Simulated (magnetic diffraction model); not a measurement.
**Which magnetic order? BaPrCdF₇**

Space group P2_1/c (no. 14), a = 5.8410 Å, b = 10.7030 Å, c = 9.9940 Å, β = 92.32°.

| site | atom | x | y | z |
| --- | --- | --- | --- | --- |
| 4e | Pr | 0.2227 | 0.1004 | 0.3040 |
| 4e | Ba | 0.7454 | 0.1921 | 0.9996 |
| 4e | Cd | 0.7154 | 0.5991 | 0.7880 |
| 4e | F | 0.4984 | 0.7585 | 0.7213 |
| 4e | F | 0.3803 | 0.5812 | 0.8971 |
| 4e | F | 0.7628 | 0.7109 | 0.0007 |
| 4e | F | 0.4835 | 0.4939 | 0.6434 |
| 4e | F | 0.9975 | 0.7385 | 0.7668 |
| 4e | F | 0.1196 | 0.9371 | 0.6062 |
| 4e | F | 0.9820 | 0.9970 | 0.1398 |

The compound is invented for this exercise: a known structure type with other elements, its cell scaled to their sizes and not relaxed.

Only Pr is taken to order (form factors of Pr3+); orders and moment sizes are assumed, and not adapted to the symmetry. Radiation: neutrons of λ = 2.52 Å (absorption by Cd left out), 5° to 35°; isotropic B of 0.18 Å² (Pr), 0.2 Å² (Ba), 0.2 Å² (Cd) and 0.4 Å² (F). The intensities are simulated: I ∝ L Σ (|F_N|² + |F_M⊥|²) for unpolarised neutrons, with F_M = 2.695 fm/μB × Σ f(s) S exp(2πi Q·r) exp(−B s²) at Q = H ± k (one set where k and −k are equivalent), only the part normal to Q counting and L = 1/(sin²θ cos θ). For collinear order S is the moment m, which repeats by lattice and centring translations R with the sign exp(−2πi k·R). Form factors are spin-only for 3d ions and dipole or tabulated for f ions, scattering lengths are Sears's of 1992, and absorption is left out. A label names one of the reflections at its angle. The strongest nuclear line in the range is 100, and lines under 0.2 are left out.

Above the ordering temperature:

```csv
2θ (°),index,I
19.87,(0 1 1),57.6
27.24,(0 2 0),2.9
28.47,(1 1 0),30.9
29.23,(0 0 2),100.0
30.99,(0 2 1),2.2
31.61,(1 1 -1),1.5
32.34,(0 1 2),1.2
32.56,(1 1 1),0.3
```

Below it (cell unchanged):

```
2θ (°)      I
  9.90  141.3
 19.87   57.6
 21.62   39.5
 22.86    1.2
 26.61   14.9
 27.17   29.3
 27.24    2.9
 28.47   30.9
 29.23  100.0
 30.00   15.2
 30.99    2.2
 31.61    1.5
 32.34    1.2
 32.56    0.3
 33.00   24.2
 33.40   21.0
 33.46   19.6
 34.76   17.2
```

**Question.** Find the propagation vector, then choose among these models:
A. collinear moments along [010], 2.1 μB on Pr; signs + at (0.2227, 0.1004, 0.3040), − at (0.7773, 0.8996, 0.6960), − at (0.2227, 0.3996, 0.8040), + at (0.7773, 0.6004, 0.1960)
B. collinear moments along [010], 2.1 μB on Pr; signs + at (0.2227, 0.1004, 0.3040), + at (0.7773, 0.8996, 0.6960), − at (0.2227, 0.3996, 0.8040), − at (0.7773, 0.6004, 0.1960)
C. collinear moments along [001], 2.1 μB on Pr; signs + at (0.2227, 0.1004, 0.3040), − at (0.7773, 0.8996, 0.6960), − at (0.2227, 0.3996, 0.8040), + at (0.7773, 0.6004, 0.1960)
D. collinear moments along [001], 2.1 μB on Pr; signs + at (0.2227, 0.1004, 0.3040), + at (0.7773, 0.8996, 0.6960), − at (0.2227, 0.3996, 0.8040), − at (0.7773, 0.6004, 0.1960)

The new lines index as (0 1/2 1/2) at 9.90°, (0 3/2 1/2) at 21.62°, (0 1/2 3/2) at 22.86° and (1 1/2 -1/2) at 26.61°, that is as H ± k with k = (0 1/2 1/2). Half indices mean that the moments reverse under translations with k·R a half-integer, and the magnetic cell has twice the primitive volume.

Magnetic intensity, observed (below minus above) and for each model:

| 2θ (°) | index | observed | A | B | C | D |
| --- | --- | --- | --- | --- | --- | --- |
| 9.90 | (0 1/2 1/2) | 141.3 | 162.1 | 93.4 | 141.3 | 81.5 |
| 21.62 | (0 3/2 1/2) | 39.5 | 5.0 | 6.2 | 39.5 | 48.9 |
| 22.86 | (0 1/2 -3/2) | 1.2 | 12.7 | 68.5 | 1.2 | 6.7 |
| 26.61 | (1 1/2 -1/2) | 14.9 | 15.0 | 46.2 | 14.9 | 45.8 |
| 30.00 | (0 3/2 3/2) | 15.2 | 17.4 | 10.1 | 15.2 | 8.8 |
| 33.00 | (1 3/2 -1/2) | 24.2 | 15.6 | 10.4 | 24.2 | 16.1 |
| 33.40 | (1 1/2 -3/2) | 21.0 | 35.5 | 4.2 | 21.0 | 2.5 |
| 34.76 | (1 1/2 3/2) | 17.2 | 27.6 | 9.1 | 17.2 | 5.7 |

Model C matches.

The structure used: k = (0 1/2 1/2), collinear moments along [001], 2.1 μB on Pr; signs + at (0.2227, 0.1004, 0.3040), − at (0.7773, 0.8996, 0.6960), − at (0.2227, 0.3996, 0.8040), + at (0.7773, 0.6004, 0.1960).

[Logs are printed without paths, hosts, clocks, repeated set-up lines and the standing remarks that a program may print on its own settings, such as how far it seeks lower states.]
